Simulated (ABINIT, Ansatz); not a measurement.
## Tb (P6_3/mmc): from the cell to the phonon bands

How does Tb (P6_3/mmc) vibrate, and is this structure a minimum?

Calculated with ABINIT 10.8.3; DFT PBEsol, scalar-relativistic, plane waves, PseudoDojo norm-conserving, 4f in core pseudopotentials (the lanthanide files made for PBE).

### 1. Set-up

It takes space group P6_3/mmc (No. 194, hexagonal). Conventional cell: a = 3.601 Å, b = 3.601 Å, c = 5.694 Å, α = 90.00°, β = 90.00°, γ = 120.00°. Tb has 12 Tb at 3.53 to 3.60 Å nearest.

Coordinates:

```cif
data_structure
_symmetry_space_group_name_H-M 'P 1'
_symmetry_Int_Tables_number 1
_cell_length_a 3.6010
_cell_length_b 3.6010
_cell_length_c 5.6936
_cell_angle_alpha 90.000
_cell_angle_beta 90.000
_cell_angle_gamma 120.000
_cell_volume 63.94
loop_
_atom_site_label
_atom_site_type_symbol
_atom_site_fract_x
_atom_site_fract_y
_atom_site_fract_z
_atom_site_occupancy
Tb1 Tb 0.33333 0.66667 0.25000 1
Tb2 Tb 0.66667 0.33333 0.75000 1
```

### 2. A first look

A first run with smearing and empty bands tells whether the crystal has a gap, which decides between fixed occupations and smearing later on.

File probe.abi:

```
# ground state
tolvrs 1.0d-08
prtden 1
prtwf 1

# basis, mesh and filling
ecut 21.0
ixc -116133
ngkpt 6 6 4
nshiftk 1
shiftk 0.0 0.0 0.0
istwfk *1
occopt 7
tsmear 0.005
nband 18
nstep 100
diemac 9.0
prtebands 0
prtgsr 0

# cell and atoms
acell 6.804903775 6.804903775 10.75934466
rprim 
    1.0 0.0 0.0
    -0.5 0.8660254038 0.0
    0.0 0.0 1.0
ntypat 1
znucl 65
natom 2
typat 1 1
xred 
    1/3 2/3 0.25
    2/3 1/3 0.75
pp_dirpath "./pseudo"
pseudos "Tb.upf"
```

Started as:

```console
> OMP_NUM_THREADS=1 mpirun -n 8 abinit probe.abi > probe.log
```

Numbers of over 12 decimals in the logs are rounded to 6 here.

probe.abo, the main output file:

```text
[banners, grids, parts of the stress and lines that vanish by symmetry left out]
- input  file    -> probe.abi
- output file    -> probe.abo
- root for input  files -> probei
[...]
Symmetries : space group P6_3/m m c (#194); Bravais hP (primitive hexag.)
[...]
mpw =        2020          nfft =       43200          nkpt =          21
[...]
== DATASET  1 ==================================================================
[...]
cutoff_energies: {ecut:  21.0, pawecutdg:  -1.0, }
[...]
ETOT  1  -85.062472819656    -8.506E+01 3.803E-02 6.606E+00
 ETOT  2  -85.098296367535    -3.582E-02 4.148E-03 2.862E-01
 ETOT  3  -85.098393159849    -9.679E-05 1.165E-03 1.283E-03
 ETOT  4  -85.098393589103    -4.293E-07 7.455E-04 1.737E-05
 ETOT  5  -85.098393593901    -4.798E-09 3.085E-04 6.346E-08
 ETOT  6  -85.098393593913    -1.235E-11 2.154E-04 9.920E-10
 At SCF step    6       vres2   =  9.92E-10 < tolvrs=  1.00E-08 =>converged.
[...]
sigma(1 1)=  8.30776666E-05  sigma(3 2)=  0.00000000E+00
  sigma(2 2)=  8.30776664E-05  sigma(3 1)=  0.00000000E+00
  sigma(3 3)=  9.72742877E-05  sigma(2 1)=  0.00000000E+00
[...]
convergence: {deltae: -1.235E-11, res2:  9.920E-10, residm:  2.154E-04, diffor: null, }
etotal    :  -8.50983936E+01
[...]
sigma(1 1)=  8.30776666E-05  sigma(3 2)=  0.00000000E+00
  sigma(2 2)=  8.30776664E-05  sigma(3 1)=  0.00000000E+00
  sigma(3 3)=  9.72742877E-05  sigma(2 1)=  0.00000000E+00
[...]
- sigma(1 1)=  2.44422934E+00  sigma(3 2)=  0.00000000E+00
- sigma(2 2)=  2.44422933E+00  sigma(3 1)=  0.00000000E+00
- sigma(3 3)=  2.86190835E+00  sigma(2 1)=  0.00000000E+00
[...]
fcart     -9.8922972028E-29 -1.4849433177E-28 -2.4439558670E-31
           strten      8.3077666603E-05  8.3077666355E-05  9.7274287688E-05
================================================================================

[key lines of the parts left out:]
pressure_GPa:  -2.5835E+00
```

Wall time 6.7 s (8 MPI ranks of Arm Neoverse N1, shared host).

Numbers from this step:

```yaml
volume_per_atom: 31.97 Å³
pressure: -2.583 GPa
gap_on_the_k_mesh: 0 eV
```

No gap opens on this mesh, so smearing is kept; the printed pressure holds the stress of the finite basis too.

### 3. Relaxation

The harmonic expansion needs vanishing forces, and a free crystal bears no stress, so cell and atoms are brought to rest. Stress is more sensitive to the basis than forces are: the last 3 Ha under the cutoff are smoothed with ecutsm, and the cutoff is raised above that of the later runs.

File relax.abi:

```
# relaxation
ionmov 2
optcell 2
dilatmx 1.08
ntime 40
tolmxf 1.0d-05
tolvrs 1.0d-14
prtwf 0
prtden 0
chksymtnons 0

# basis, mesh and filling
ecut 27.0
ecutsm 3.0
ixc -116133
ngkpt 9 9 6
nshiftk 1
shiftk 0.0 0.0 0.0
istwfk *1
occopt 7
tsmear 0.01
nband 18
nstep 100
diemac 1000000.0
prtebands 0
prtgsr 0

# cell and atoms
acell 6.804903775 6.804903775 10.75934466
rprim 
    1.0 0.0 0.0
    -0.5 0.8660254038 0.0
    0.0 0.0 1.0
ntypat 1
znucl 65
natom 2
typat 1 1
xred 
    1/3 2/3 0.25
    2/3 1/3 0.75
pp_dirpath "./pseudo"
pseudos "Tb.upf"
```

Started as:

```console
> OMP_NUM_THREADS=1 mpirun -n 8 abinit relax.abi > relax.log
```

relax.abo, the main output file:

```text
[banners, grids, parts of the stress and lines that vanish by symmetry left out]
- input  file    -> relax.abi
- output file    -> relax.abo
- root for input  files -> relaxi
[...]
Symmetries : space group P6_3/m m c (#194); Bravais hP (primitive hexag.)
[...]
mpw =        3675          nfft =       77760          nkpt =          48
[...]
== DATASET  1 ==================================================================
[...]
cutoff_energies: {ecut:  27.0, pawecutdg:  -1.0, }
[...]
ETOT  1  -85.066170432404    -8.507E+01 3.620E-02 9.549E+00
 ETOT  2  -85.100803272752    -3.463E-02 1.262E-02 9.049E-02
 ETOT  3  -85.100824796852    -2.152E-05 2.623E-03 3.581E-03
 ETOT  4  -85.100825222102    -4.252E-07 7.915E-04 3.290E-05
 ETOT  5  -85.100825225770    -3.668E-09 7.779E-04 2.878E-07
[...]
At SCF step    9       vres2   =  2.03E-15 < tolvrs=  1.00E-14 =>converged.
[...]
sigma(1 1)=  6.25128433E-05  sigma(3 2)=  0.00000000E+00
  sigma(2 2)=  6.25128430E-05  sigma(3 1)=  0.00000000E+00
  sigma(3 3)=  7.37835272E-05  sigma(2 1)=  0.00000000E+00
[...]
convergence: {deltae:  4.974E-13, res2:  2.035E-15, residm:  8.359E-05, diffor: null, }
etotal    :  -8.51008252E+01
[...]
ETOT  1  -85.100887462685    -8.510E+01 4.374E-02 7.471E-01
[...]
At SCF step    9       vres2   =  7.82E-17 < tolvrs=  1.00E-14 =>converged.
[...]
sigma(1 1)=  5.55841870E-05  sigma(3 2)=  0.00000000E+00
  sigma(2 2)=  5.55841868E-05  sigma(3 1)=  0.00000000E+00
  sigma(3 3)=  6.55631158E-05  sigma(2 1)=  0.00000000E+00
[...]
convergence: {deltae:  1.918E-12, res2:  7.825E-17, residm:  3.103E-05, diffor: null, }
etotal    :  -8.51009871E+01
[...]
ETOT  1  -85.096063917628    -8.510E+01 2.535E+01 4.147E+01
[...]
At SCF step    9       vres2   =  3.61E-15 < tolvrs=  1.00E-14 =>converged.
[...]
sigma(1 1)= -2.11343511E-06  sigma(3 2)=  0.00000000E+00
  sigma(2 2)= -2.11343538E-06  sigma(3 1)=  0.00000000E+00
  sigma(3 3)= -3.33823704E-06  sigma(2 1)=  0.00000000E+00
[...]
convergence: {deltae:  5.684E-13, res2:  3.611E-15, residm:  2.880E-06, diffor: null, }
etotal    :  -8.51015501E+01
[...]
ETOT  1  -85.101542422677    -8.510E+01 5.277E-06 6.628E-02
[...]
At SCF step    8       vres2   =  1.40E-15 < tolvrs=  1.00E-14 =>converged.
[...]
sigma(1 1)=  3.45455125E-07  sigma(3 2)=  0.00000000E+00
  sigma(2 2)=  3.45454855E-07  sigma(3 1)=  0.00000000E+00
  sigma(3 3)= -3.47030715E-07  sigma(2 1)=  0.00000000E+00
[...]
convergence: {deltae: -4.263E-13, res2:  1.400E-15, residm:  1.422E-05, diffor: null, }
etotal    :  -8.51015510E+01
[...]
ETOT  1  -85.101551032893    -8.510E+01 1.765E-05 6.987E-05
[...]
sigma(1 1)=  2.55261334E-07  sigma(3 2)=  0.00000000E+00
  sigma(2 2)=  2.55261063E-07  sigma(3 1)=  0.00000000E+00
[...]
convergence: {deltae: -3.411E-13, res2:  3.781E-17, residm:  3.855E-05, diffor: null, }
etotal    :  -8.51015510E+01
[...]
ETOT  1  -85.101551020510    -8.510E+01 3.508E-05 2.302E-04
[...]
convergence: {deltae:  4.121E-13, res2:  3.357E-16, residm:  8.526E-06, diffor: null, }
etotal    :  -8.51015511E+01
[...]
ETOT  1  -85.101551025641    -8.510E+01 1.294E-04 2.247E-04
[...]
convergence: {deltae: -2.274E-13, res2:  3.335E-16, residm:  3.154E-06, diffor: null, }
etotal    :  -8.51015511E+01
[...]
ETOT  1  -85.101551037613    -8.510E+01 6.082E-05 1.977E-04
[...]
At SCF step    7       vres2   =  2.12E-16 < tolvrs=  1.00E-14 =>converged.
[...]
sigma(2 2)= -8.78433406E-08  sigma(3 1)=  0.00000000E+00
  sigma(3 3)= -1.53553954E-07  sigma(2 1)=  0.00000000E+00
[...]
convergence: {deltae: -4.690E-13, res2:  2.121E-16, residm:  5.962E-07, diffor: null, }
etotal    :  -8.51015511E+01
[...]
ETOT  1  -85.101551066621    -8.510E+01 5.729E-07 7.554E-05
[...]
ETOT  5  -85.101551077524    -9.379E-13 1.727E-07 7.138E-13
 ETOT  6  -85.101551077523     6.253E-13 5.023E-07 7.506E-15
 At SCF step    6       vres2   =  7.51E-15 < tolvrs=  1.00E-14 =>converged.
[...]
sigma(1 1)= -3.15139159E-08  sigma(3 2)=  0.00000000E+00
  sigma(2 2)= -3.15141865E-08  sigma(3 1)=  0.00000000E+00
  sigma(3 3)= -2.25134603E-08  sigma(2 1)=  0.00000000E+00
[...]
convergence: {deltae:  6.253E-13, res2:  7.506E-15, residm:  5.023E-07, diffor: null, }
etotal    :  -8.51015511E+01
[...]
At Broyd/MD step   9, gradients are converged :
[...]
sigma(1 1)= -3.15139159E-08  sigma(3 2)=  0.00000000E+00
  sigma(2 2)= -3.15141865E-08  sigma(3 1)=  0.00000000E+00
  sigma(3 3)= -2.25134603E-08  sigma(2 1)=  0.00000000E+00
[...]
- sigma(1 1)= -9.27171416E-04  sigma(3 2)=  0.00000000E+00
- sigma(2 2)= -9.27179376E-04  sigma(3 1)=  0.00000000E+00
- sigma(3 3)= -6.62368869E-04  sigma(2 1)=  0.00000000E+00
[...]
fcart      4.0201967397E-29  6.9631850095E-29 -0.0000000000E+00
           strten     -3.1513915905E-08 -3.1514186451E-08 -2.2513460267E-08
================================================================================

[key lines of the parts left out:]
pressure_GPa:   8.3891E-04
Total energy (etotal) [Ha]= -8.51015510775234E+01
```

Elapsed: 2.6 min, on 8 MPI ranks.

Relaxation path:

```
step  energy less that of the first step (eV)  largest force (eV/Å)  volume (Å³)
   1                                   0.0000                0.0000        63.94
   2                                  -0.0044                0.0000        63.56
   3                                  -0.0197                0.0000        60.72
   4                                  -0.0197                0.0000        60.83
   5                                  -0.0198                0.0000        60.82
   6                                  -0.0198                0.0000        60.82
   7                                  -0.0198                0.0000        60.81
   8                                  -0.0198                0.0000        60.82
   9                                  -0.0198                0.0000        60.82
```

```
conventional cell, symmetrised  before  after  change
                         a (Å)   3.601  3.544  -1.6 %
                         b (Å)   3.601  3.544  -1.6 %
                         c (Å)   5.694  5.590  -1.8 %
              volume (Å³/atom)   31.97  30.41  -4.9 %
```

The relaxed structure:

```xyz
2
Lattice="3.5443 0.0000 0.0000 -1.7722 3.0695 0.0000 0.0000 0.0000 5.5905" Properties=species:S:1:pos:R:3 pbc="T T T"
Tb    0.0000    2.0463    1.3976
Tb    1.7722    1.0232    4.1929
```

This step gave:

```
volume per atom : 30.41 Å³
pressure        : 8.39e-4 GPa
```

The volume changes by -4.9 % in this run and stands -4.9 % from the first cell.

### 4. Ground state

The response is built on these wavefunctions, so the potential is converged far more tightly than an energy would need. Smearing stays on, as the first look found no gap above 0.3 eV.

File gs.abi:

```
# ground state
tolvrs 1.0d-16
prtden 1
prtwf 1

# basis, mesh and filling
ecut 21.0
ixc -116133
ngkpt 9 9 6
nshiftk 1
shiftk 0.0 0.0 0.0
istwfk *1
occopt 7
tsmear 0.01
nband 18
nstep 100
diemac 1000000.0
prtebands 0
prtgsr 0

# cell and atoms
acell 6.697794654 6.697794654 10.56449298
rprim 
    1.0 0.0 0.0
    -0.5 0.8660254038 0.0
    0.0 0.0 1.0
ntypat 1
znucl 65
natom 2
typat 1 1
xred 
    1/3 2/3 0.25
    2/3 1/3 0.75
pp_dirpath "./pseudo"
pseudos "Tb.upf"
```

Started as:

```console
> OMP_NUM_THREADS=1 mpirun -n 8 abinit gs.abi > gs.log
```

gs.abo, the main output file:

```text
[banners, grids, parts of the stress and lines that vanish by symmetry left out]
- input  file    -> gs.abi
- output file    -> gs.abo
- root for input  files -> gsi
[...]
Symmetries : space group P6_3/m m c (#194); Bravais hP (primitive hexag.)
[...]
mpw =        1906          nfft =       40500          nkpt =          48
[...]
== DATASET  1 ==================================================================
[...]
cutoff_energies: {ecut:  21.0, pawecutdg:  -1.0, }
[...]
ETOT  1  -85.066847200882    -8.507E+01 3.937E-02 5.377E+00
 ETOT  2  -85.100712836796    -3.387E-02 9.469E-03 6.810E-02
 ETOT  3  -85.100742341652    -2.950E-05 4.129E-03 1.039E-03
 ETOT  4  -85.100742572355    -2.307E-07 1.261E-03 2.023E-05
 ETOT  5  -85.100742577127    -4.772E-09 5.635E-04 9.972E-08
[...]
ETOT  9  -85.100742577157    -2.842E-14 1.477E-05 8.686E-16
 ETOT 10  -85.100742577157     3.695E-13 4.533E-05 8.180E-17
 At SCF step   10       vres2   =  8.18E-17 < tolvrs=  1.00E-16 =>converged.
[...]
sigma(1 1)=  2.23676645E-05  sigma(3 2)=  0.00000000E+00
  sigma(2 2)=  2.23676642E-05  sigma(3 1)=  0.00000000E+00
  sigma(3 3)=  2.21336097E-05  sigma(2 1)=  0.00000000E+00
[...]
convergence: {deltae:  3.695E-13, res2:  8.180E-17, residm:  4.533E-05, diffor: null, }
etotal    :  -8.51007426E+01
[...]
sigma(1 1)=  2.23676645E-05  sigma(3 2)=  0.00000000E+00
  sigma(2 2)=  2.23676642E-05  sigma(3 1)=  0.00000000E+00
  sigma(3 3)=  2.21336097E-05  sigma(2 1)=  0.00000000E+00
[...]
- sigma(1 1)=  6.58079409E-01  sigma(3 2)=  0.00000000E+00
- sigma(2 2)=  6.58079401E-01  sigma(3 1)=  0.00000000E+00
- sigma(3 3)=  6.51193280E-01  sigma(2 1)=  0.00000000E+00
[...]
fcart     -6.0302951096E-29  5.8026541746E-29 -6.5248486457E-27
           strten      2.2367664468E-05  2.2367664196E-05  2.2133609726E-05
================================================================================

[key lines of the parts left out:]
pressure_GPa:  -6.5578E-01
```

Wall time 14 s (8 MPI ranks).

Read from the output:

```yaml
pressure: -0.6558 GPa
```

The cell stands at -0.66 GPa: the relaxation ran with a smoothed and higher cutoff, and the difference is a stress of the finite basis.

[end of part 1 of 4]

[Host names and launcher messages were left out of these logs when they were recorded.]

[Logs are printed without paths, hosts, clocks, repeated set-up lines and the standing remarks that a program may print on its own settings, such as how far it seeks lower states.]

[Hosts, paths, dates, database ids (printed as entryN), source tags and the programs' standing remarks are cut or masked in the printed files.]
